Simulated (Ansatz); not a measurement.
# 1T-IrSTe monolayer in a perpendicular field

Aim: how the 1T-IrSTe monolayer screens a field along its normal, and what the field does to its bands. A positive field points along +c.

Program: Ansatz 0.2.0. Level of theory: plane-wave DFT, PBE-D3(BJ), Ansatz PAW. Results are calculated unless marked as measured.

Report form: the programs' logs are mostly left out.

## (1) Starting point

The cell holds 3 atoms: 1 Te, 1 Ir and 1 S. Its edges and angles: a = 3.581 Å, b = 3.581 Å, c = 36.582 Å, α = 90.0°, β = 90.0°, γ = 120.0°. Vacuum lies along c.

Structure file:

```cif
data_structure
_symmetry_space_group_name_H-M 'P 1'
_symmetry_Int_Tables_number 1
_cell_length_a 3.5811
_cell_length_b 3.5811
_cell_length_c 36.5816
_cell_angle_alpha 90.000
_cell_angle_beta 90.000
_cell_angle_gamma 120.000
_cell_volume 406.27
loop_
_atom_site_label
_atom_site_type_symbol
_atom_site_fract_x
_atom_site_fract_y
_atom_site_fract_z
_atom_site_occupancy
Te1 Te 0.66667 0.33333 0.46198 1
Ir2 Ir 0.00000 0.00000 0.50812 1
S3 S 0.33333 0.66667 0.53802 1
```

## (2) Relaxing the slab

The starting cell is a guess, so the in-plane lattice and the atoms are relaxed first, with the slab cut off from its images along the normal.

input.yaml reads:

```yaml
crystal:
  lattice:
    - [3.581057, 0.0, 0.0]
    - [-1.7905285, 3.1012863344, 0.0]
    - [0.0, 0.0, 36.58160865]
  atoms:
    - { symbol: Te, position: [0.6666666667, 0.3333333333, 0.4619807773] }
    - { symbol: Ir, position: [0.0, 0.0, 0.5081206246], spin: 1.0 }
    - { symbol: S, position: [0.3333333333, 0.6666666667, 0.5380192227] }
  periodic: [true, true, false]
magnetization:
  spin_polarized: true
kpoints:
  mp_grid: { grid: [12, 12, 1] }
hamiltonian:
  xc: pbe
  dispersion: d3bj
scf:
  occupations: { method: fermi_dirac, width: 0.05 }
  convergence: { dr2_threshold: 1.0e-09 }
relax:
  f_tol: 0.004
  max_steps: 90
  cell: {}
output:
  write_potential: true
  write_density: true
  volumetric_format: npy
```

Run with:

```bash
$ ansatz run input.yaml --threads 4 --pin off --max-ram 6144MiB --backend cpu --events-out ev --progress --plain --runs-dir out
```

The job ended after 1.7 min (4 threads of Intel Xeon Platinum 8259CL at 2.50GHz (Skylake/Cascade Lake), shared host; peak memory 0.94 GiB; 6.5 min of CPU time).

The steps of the relaxation:

```csv
step,energy less that of the first step (eV),largest force component (eV/Å),volume (Å³)
1,0.0000,0.6577,406.27
2,-0.0053,0.4711,408.81
3,-0.0368,0.1801,403.18
4,-0.0435,0.2153,398.01
5,-0.0523,0.1065,385.90
6,-0.0532,0.0339,386.09
7,-0.0533,0.0092,386.13
8,-0.0533,0.0042,386.25
9,-0.0533,0.0001,386.19
10*,-0.0525,0.0003,386.19
```

Relaxation steps marked * repeat the geometry before them on a plane-wave basis chosen anew for their cell, so energy and pressure can jump there.

Forces are held to the 6 operations that the run works with; a distortion that breaks them can't arise in this run.

```csv
cell as run,before,after,change
a (Å),3.581,3.491,-2.5 %
b (Å),3.581,3.491,-2.5 %
```

The atoms that moved most (Å, along periodic axes as changes of fractional coordinates times the final cell, across vacuum about the mean position):

```csv
atom,dx,dy,dz,length
Te1,0.000,0.000,-0.160,0.160
S3,0.000,0.000,0.098,0.098
Ir2,0.000,0.000,0.063,0.063
```

Final coordinates:

```xyz
3
Lattice="3.4914 0.0000 0.0000 -1.7457 3.0237 0.0000 0.0000 0.0000 36.5816" Properties=species:S:1:pos:R:3
Te    1.7457    1.0079   16.7396
Ir    0.0000    0.0000   18.6504
S     0.0000    2.0158   19.7795
```

This step gave:

```yaml
energy_at_zero_smearing: -19818.7503 eV
```

The lattice constant a goes from 3.581 to 3.491 Å.

## (3) Single point, field 0, start network

A sawtooth potential applies the field, turning back in the middle of the vacuum. With the dipole correction the typed value is the field outside the slab. The induced dipole is small, so the SCF threshold is tight.

The cell differs from the one that the last finished run ended in (c 36.582 → 21.040 Å).

input.yaml reads:

```yaml
crystal:
  lattice:
    - [3.4914452422, 0.0, 0.0]
    - [-1.7457226211, 3.0236802756, 0.0]
    - [0.0, 0.0, 21.0399392388]
  atoms:
    - { symbol: Te, position: [0.6666666667, 0.3333333333, 0.4277578893] }
    - { symbol: Ir, position: [0.0, 0.0, 0.5185792071] }
    - { symbol: S, position: [0.3333333333, 0.6666666667, 0.5722421107] }
kpoints:
  mp_grid: { grid: [18, 18, 1] }
  band_path:
    path: [[0, 0, 0], [0.5, 0, 0], [0.33333333, 0.33333333, 0], [0, 0, 0]]
    npoints: 16
hamiltonian:
  xc: pbe
  dispersion: d3bj
scf:
  occupations: { method: fermi_dirac, width: 0.05 }
  convergence: { dr2_threshold: 1.0e-10 }
efield:
  axis: 3
  dipole_correction: true
  ramp_position: 0.97
  ramp_width: 0.06
  amplitude: 0
output:
  dos: { projected: true, e_range: [-6, 5] }
  bader: true
  write_potential: true
  write_density: true
  volumetric_format: npy
  elf: true
```

Wall time 17 s (4 threads); peak memory 0.68 GiB.

This step gave:

| Property | Result |
| --- | --- |
| energy at zero smearing | -19818.7415 eV |
| work function, upper face | 5.062 eV |
| work function, lower face | 4.320 eV |
| dipole along the normal | -0.04329 e·Å |
| step between the vacuum levels | 0.7420 eV |

Running mean over a fixed 2.8 Å (it still follows the layers) of the planar mean; the ramp of the sawtooth is left out. The electron's electrostatic potential energy less the Fermi level by z:

| z (Å) | electron's electrostatic potential energy less the Fermi level (eV) |
| --- | --- |
| 3.0 | 4.32 |
| 3.5 | 4.32 |
| 4.0 | 4.32 |
| 4.5 | 4.32 |
| 5.0 | 4.31 |
| 5.5 | 4.30 |
| 6.0 | 4.23 |
| 6.5 | 3.93 |
| 7.0 | 2.86 |
| 7.5 | 1.62 |
| 8.0 | 0.619 |
| 8.5 | -0.924 |
| 9.0 | -2.52 |
| 9.5 | -4.90 |
| 10.0 | -6.81 |
| 10.5 | -8.55 |
| 11.0 | -9.27 |
| 11.5 | -8.76 |
| 12.0 | -6.67 |
| 12.5 | -3.34 |
| 13.0 | -0.122 |
| 13.5 | 2.40 |
| 14.0 | 4.22 |
| 14.5 | 4.89 |
| 15.0 | 5.03 |
| 15.5 | 5.05 |
| 16.0 | 5.06 |
| 16.5 | 5.06 |
| 17.0 | 5.06 |
| 17.5 | 5.06 |
| 18.0 | 5.06 |

The density of states has structure finer than the step of the table below, so its rows give means over 0.2 eV, whole bins alone (the curve runs from -6 to 1.99 eV). Peaks (eV: height): -5.42: 7.61, -5.17: 12.4, -4.54: 13.2, -3.33: 8.44, -3.16: 6.67, -2.75: 8.65, 0.62: 9.16.

Density of states against energy, zero at the Fermi level; means over each step:

| energy (eV) | density of states (states/eV a cell) |
| --- | --- |
| -5.8 | 1.43 |
| -5.6 | 4.01 |
| -5.4 | 5.80 |
| -5.2 | 6.81 |
| -5.0 | 1.63 |
| -4.8 | 0.0155 |
| -4.6 | 4.99 |
| -4.4 | 2.36 |
| -4.2 | 0.683 |
| -4.0 | 0.406 |
| -3.8 | 0.528 |
| -3.6 | 1.95 |
| -3.4 | 3.62 |
| -3.2 | 4.58 |
| -3.0 | 2.57 |
| -2.8 | 4.30 |
| -2.6 | 3.50 |
| -2.4 | 0.672 |
| -2.2 | 0.474 |
| -2.0 | 1.34 |
| -1.8 | 4.51 |
| -1.6 | 1.35 |
| -1.4 | 4.17 |
| -1.2 | 2.20 |
| -1.0 | 1.83 |
| -0.8 | 2.26 |
| -0.6 | 3.07 |
| -0.4 | 1.81 |
| -0.2 | 1.29 |
| 0.0 | 1.11 |
| 0.2 | 1.06 |
| 0.4 | 1.29 |
| 0.6 | 2.32 |
| 0.8 | 0.613 |
| 1.0 | 1.21 |
| 1.2 | 1.31 |
| 1.4 | 1.87 |
| 1.6 | 3.39 |
| 1.8 | 0.714 |

Projected DOS per atom over height of the atomic layer and energy from the Fermi level. Layers: Te Ir S from below.

Ten even steps from '0' (0.07 states/eV) to '9' (2.50 states/eV), each cell a mean:
```
121
153
021
111
211
110
221
241
140
171
292
000
351
361
671
121
000
242
021
366
387
022
```
Columns: height of the atomic layer (Å) from 9 to 12.0 (not evenly spaced); rows upwards: energy from the Fermi level (eV) from -5.96 to 1.96.

Electronic bands along the path, in eV, zero at the Fermi level:

```
  point  band 17  band 18  band 19  band 20  band 21  band 22  band 23  band 24
      Γ    -2.65    -0.40     0.62     0.62     3.19     3.19     3.36     4.48
halfway    -2.78    -1.52    -0.37     0.23     1.53     2.49     4.57     5.17
      M    -1.94    -1.72    -1.27    -1.17     1.65     2.35     3.71     5.17
halfway    -3.08    -1.75    -1.48    -0.56     1.06     2.12     4.13     6.44
      K    -3.69    -1.74    -1.25    -0.87     0.82     2.41     4.04     6.63
halfway    -2.63    -1.58    -0.94     0.30     1.43     1.86     4.95     5.77
      Γ    -2.65    -0.40     0.62     0.62     3.19     3.19     3.36     4.48
```

Electrostatic potential energy in the ca plane at fractional y = 0.000, with atoms of Ir within 0.2 Å of it. With pseudopotentials it is smooth inside the atoms' cores, unlike the true potential.

Ten even steps from '0' (-43 eV) to '9' (5 eV), each cell a mean:
```
99999999999999999999986100038999999999999999
99999999999999999999988410268999999999999999
99999999999999999988888877788999999999999999
99999999999999999876678999888899999999999999
99999999999999999875578999888899999999999999
99999999999999999987788888888899999999999999
99999999999999999988888743578999999999999999
99999999999999999999987200058999999999999999
99999999999999999999986000038999999999999999
```
Columns run along c (16.0 Å, from fractional 0.09 to 0.85 of the cell; values clipped at the 3rd and 97th percentile), rows up along a (3.5 Å). Atoms in or near the plane, at fractional coordinates: Ir at (0.52, 0.00).

Valence density in the ca plane at fractional y = 0.000, with atoms of Ir within 0.2 Å of it. It is the smooth field of the valence electrons, not physical close to the nuclei.

Values in e/Å³, 5 rows by 16 columns, each cell a mean:
```
0.0 0.0 0.0 0.0 0.0 0.0 0.1 0.2 2.6 4.6 0.3 0.0 0.0 0.0 0.0 0.0
0.0 0.0 0.0 0.0 0.0 0.0 0.2 0.3 0.4 0.6 0.3 0.0 0.0 0.0 0.0 0.0
0.0 0.0 0.0 0.0 0.0 0.0 0.3 0.4 0.2 0.3 0.3 0.1 0.0 0.0 0.0 0.0
0.0 0.0 0.0 0.0 0.0 0.0 0.1 0.3 0.7 1.2 0.3 0.0 0.0 0.0 0.0 0.0
0.0 0.0 0.0 0.0 0.0 0.0 0.1 0.2 3.4 6.0 0.4 0.0 0.0 0.0 0.0 0.0
```
Columns run along c (16.0 Å, from fractional 0.09 to 0.85 of the cell), rows up along a (3.5 Å). Atoms in or near the plane, at fractional coordinates: Ir at (0.52, 0.00).

ELF in the ca plane at fractional y = 0.000, with atoms of Ir within 0.2 Å of it. It is the smooth field of the valence electrons, not physical close to the nuclei.

Ten even steps from '0' (0.00) to '9' (0.69), each cell a mean:
```
00000000000001123469888542000000000000000000
00000000000123455446885443100000000000000000
00000000001468877643445676421000000000000000
00000000013699877753247899853100000000000000
00000000013799876753247899863100000000000000
00000000012589877753346887642000000000000000
00000000001246666544654554210000000000000000
00000000000012233448997432100000000000000000
00000000000000112479679642000000000000000000
```
Columns run along c (16.0 Å, from fractional 0.17 to 0.93 of the cell), rows up along a (3.5 Å). Atoms in or near the plane, at fractional coordinates: Ir at (0.52, 0.00).

The work function of the upper face is 5.06 eV.

## (4) Single point, field 0.1 V/Å

Edit input.yaml of step 3 so:

```diff
@@ -23,8 +23,6 @@
   dipole_correction: true
-  ramp_position: 0.97
-  ramp_width: 0.06
-  amplitude: 0
+  ramp_position: 0.9406
+  ramp_width: 0.1031
+  amplitude: 0.1
 output:
-  dos: { projected: true, e_range: [-6, 5] }
-  bader: true
   write_potential: true
@@ -32,2 +30 @@
   volumetric_format: npy
-  elf: true
```

Run time: 8.2 s. Hardware: 4 threads; peak memory 0.66 GiB.

The dipole is -0.0117 e·Å, 0.0316 e·Å from its value without field.

## (5) Single point, field -0.1 V/Å

Edit input.yaml of step 4 so:

```diff
@@ -25,3 +25,3 @@
   ramp_width: 0.1031
-  amplitude: 0.1
+  amplitude: -0.1
 output:
```

It took 8.5 s on 4 threads; peak memory 0.65 GiB.

The dipole is -0.0749 e·Å, -0.0316 e·Å from its value without field.

## (6) Atoms held, field 0.5 V/Å

Edit input.yaml of step 5 so:

```diff
@@ -23,5 +23,5 @@
   dipole_correction: true
-  ramp_position: 0.9406
-  ramp_width: 0.1031
-  amplitude: -0.1
+  ramp_position: 0.863
+  ramp_width: 0.2584
+  amplitude: 0.5
 output:
```

Run time: 8.7 s. Hardware: 4 threads; peak memory 0.65 GiB.

The dipole is 0.115 e·Å, 0.159 e·Å from its value without field.

## (7) Atoms held, field -0.3 V/Å

Edit input.yaml of step 6 so:

```diff
@@ -23,6 +23,8 @@
   dipole_correction: true
-  ramp_position: 0.863
-  ramp_width: 0.2584
-  amplitude: 0.5
+  ramp_position: 0.9372
+  ramp_width: 0.11
+  amplitude: -0.3
 output:
+  dos: { projected: true, e_range: [-6, 5] }
+  bader: true
   write_potential: true
@@ -30 +32,2 @@
   volumetric_format: npy
+  elf: true
```

Run time: 17 s. Hardware: 4 threads; peak memory 0.66 GiB; 66 s of CPU time.

The dipole is -0.138 e·Å, -0.0948 e·Å from its value without field.

## (8) Response, atoms held

This step: plane-wave DFT, PBE-D3(BJ), Ansatz PAW; response to a field along the normal, atoms held (Ansatz 0.2.0).

The dipoles give the slope, and the difference of two potentials shows where the field is screened.

This step gave:

- equivalent conductor thickness p/(ε₀AE): 5.418 Å
- distance between the outer atoms: 3.040 Å

Dipole of the cell against applied field:

```csv
applied field (V/Å),dipole of the cell (e·Å)
-0.300,-0.138
-0.100,-0.0749
0.000,-0.0433
0.100,-0.0117
0.500,0.115
```

Local field over the applied field, running mean. From the potentials at -0.1 and 0.1 V/Å; running mean over 2.5 Å. Table of local field over applied field by z:

| z (Å) | local field over applied field |
| --- | --- |
| 4.09 | 0.999 |
| 4.53 | 0.997 |
| 4.97 | 0.992 |
| 5.41 | 0.979 |
| 5.84 | 0.953 |
| 6.28 | 0.897 |
| 6.72 | 0.798 |
| 7.16 | 0.660 |
| 7.60 | 0.506 |
| 8.04 | 0.350 |
| 8.47 | 0.207 |
| 8.91 | 0.0952 |
| 9.35 | 0.0341 |
| 9.79 | 0.0117 |
| 10.23 | 0.00871 |
| 10.81 | 0.0243 |
| 11.25 | 0.0554 |
| 11.69 | 0.111 |
| 12.13 | 0.211 |
| 12.57 | 0.343 |
| 13.00 | 0.495 |
| 13.44 | 0.646 |
| 13.88 | 0.786 |
| 14.32 | 0.892 |
| 14.76 | 0.952 |
| 15.20 | 0.980 |
| 15.63 | 0.992 |
| 16.07 | 0.997 |
| 16.51 | 0.999 |
| 16.95 | 1.000 |

Electrons, planar mean, per unit field. Table of induced electron density by z:

| z (Å) | induced electron density (e/Å³ per V/Å) |
| --- | --- |
| 4.09 | 5.5e-6 |
| 4.38 | 1.1e-5 |
| 4.82 | 2.8e-5 |
| 5.11 | 5.2e-5 |
| 5.55 | 1.3e-4 |
| 5.84 | 2.3e-4 |
| 6.14 | 4.1e-4 |
| 6.57 | 9.0e-4 |
| 6.87 | 0.00146 |
| 7.16 | 0.00224 |
| 7.60 | 0.00339 |
| 7.89 | 0.00341 |
| 8.33 | 0.00158 |
| 8.62 | 8.1e-4 |
| 8.91 | 6.9e-4 |
| 9.35 | 3.9e-4 |
| 9.64 | 3.3e-4 |
| 9.94 | -2.4e-4 |
| 10.37 | -2.6e-4 |
| 10.67 | -2.0e-5 |
| 11.10 | -2.4e-4 |
| 11.40 | 1.5e-4 |
| 11.69 | -7.7e-4 |
| 12.13 | -7.6e-4 |
| 12.42 | -0.00155 |
| 12.71 | -0.00307 |
| 13.15 | -0.00341 |
| 13.44 | -0.00253 |
| 13.88 | -0.00125 |
| 14.17 | -7.2e-4 |
| 14.46 | -4.1e-4 |
| 14.90 | -1.6e-4 |
| 15.20 | -8.8e-5 |
| 15.49 | -4.6e-5 |
| 15.93 | -1.7e-5 |
| 16.22 | -9.1e-6 |
| 16.66 | -3.4e-6 |
| 16.95 | -1.8e-6 |

By hand: between -0.1 and 0.1 V/Å the dipole changes by 0.06322 e·Å, a slope of 0.3161 e·Å²/V. A perfect conductor of thickness t has p = ε₀AEt, so t = 180.95 × 0.3161 / 10.557 = 5.42 Å (e/ε₀ = 180.95 V·Å, A in Å²).

The induced dipole is that of a conductor 5.42 Å thick.

## (9) A changed input: scf.algorithm = "direct_min"

This step: plane-wave DFT, PBE-D3(BJ), Ansatz PAW (Ansatz 0.2.0).

A run with a changed input: it repeats the earlier run at 0.1 V/Å with scf.algorithm to direct_min.

input.yaml, the sections that differ from step 7:

```yaml
scf:
  occupations: { method: fermi_dirac, width: 0.05 }
  convergence: { dr2_threshold: 1.0e-10 }
  algorithm: direct_min
efield:
  axis: 3
  dipole_correction: true
  ramp_position: 0.9406
  ramp_width: 0.1031
  amplitude: 0.1
output:
  write_potential: true
  write_density: true
  volumetric_format: npy
# crystal, kpoints, hamiltonian: as in step 7
```

Run time: 24 s. Hardware: 4 threads; peak memory 0.72 GiB; 91 s of CPU time.

Numbers from this step:

* energy at zero smearing: -19818.7387 eV
* dipole along the normal: -0.01167 e·Å

The electronic bands at the labelled points (eV, zero at the Fermi level):

| point | band 17 | band 18 | band 19 | band 20 | band 21 | band 22 | band 23 | band 24 |
| --- | --- | --- | --- | --- | --- | --- | --- | --- |
| Γ | -2.65 | -0.39 | 0.62 | 0.62 | 3.19 | 3.19 | 3.23 | 4.25 |
| halfway | -2.78 | -1.52 | -0.37 | 0.23 | 1.53 | 2.49 | 4.40 | 5.21 |
| M | -1.94 | -1.72 | -1.27 | -1.17 | 1.64 | 2.35 | 3.70 | 5.16 |
| halfway | -3.08 | -1.75 | -1.49 | -0.56 | 1.06 | 2.11 | 4.11 | 6.44 |
| K | -3.68 | -1.74 | -1.25 | -0.87 | 0.82 | 2.41 | 4.03 | 6.60 |
| halfway | -2.64 | -1.58 | -0.94 | 0.30 | 1.44 | 1.86 | 4.76 | 5.79 |
| Γ | -2.65 | -0.39 | 0.62 | 0.62 | 3.19 | 3.19 | 3.23 | 4.25 |

```csv
quantity,this run,earlier run,difference
dipole along the normal (e·Å),-0.01167,-0.01166,-2.2e-6
```

The dipole moves by under 0.5 % or 5e-5 e·Å. The run took 10 SCF cycles against 11.

Of the bands kept, 2 cross the Fermi level on this path.

## (10) A changed input: scf.lower_state_search = "off" and scf.n_extra_bands = 4

Another changed input: it repeats the earlier run at 0.1 V/Å with scf.lower_state_search to off and scf.n_extra_bands to 4.

Edit input.yaml of step 9 so:

```diff
@@ -20,3 +20,4 @@
   convergence: { dr2_threshold: 1.0e-10 }
-  algorithm: direct_min
+  lower_state_search: "off"
+  n_extra_bands: 4
 efield:
```

The job ended after 8.2 s (4 threads; peak memory 0.65 GiB; 31 s of CPU time).

Numbers from this step:

```
dipole along the normal : -0.01166 e·Å
```

Electronic bands along the path, in eV, zero at the Fermi level:

(Unchanged from step 9.)

```csv
quantity,this run,earlier run,difference
dipole along the normal (e·Å),-0.01166,-0.01166,0
```

The dipole moves by under 0.5 % or 5e-5 e·Å.

Of the bands kept, 2 cross the Fermi level on this path.

## (11) Summary of results

* gap without field: none
* work function, upper face: 5.06 eV
* step between the vacuum levels: 0.742 eV
* equivalent conductor thickness, atoms held: 5.42 Å

**Reading.** The induced dipole equals that of a perfect conductor 5.42 Å thick, while the outer atoms lie 3.04 Å apart. The two faces differ: the vacuum level above lies 0.74 eV higher than the one below. There is no gap over 0.03 eV, with or without the field. The first relaxation ran with spin and lost its moment, and the later runs have none; other magnetic states were not tried. Spin-orbit coupling is left out, which matters for the bands of elements this heavy.

[Logs are printed without paths, hosts, clocks, repeated set-up lines and the standing remarks that a program may print on its own settings, such as how far it seeks lower states.]

[Hosts, paths, dates, database ids (printed as entryN), source tags and the programs' standing remarks are cut or masked in the printed files.]

[Maps of the electrostatic potential energy from Ansatz leave out the sawtooth potential of an applied field or a dipole correction, so their vacuum need not be flat; planar profiles and work functions include it.]

[The density of states shown here was stored with 400 of the rows of the run's finer table, so its peaks can read low, often by over a quarter, or be missed, and its means over a window can be off by a tenth or more.]
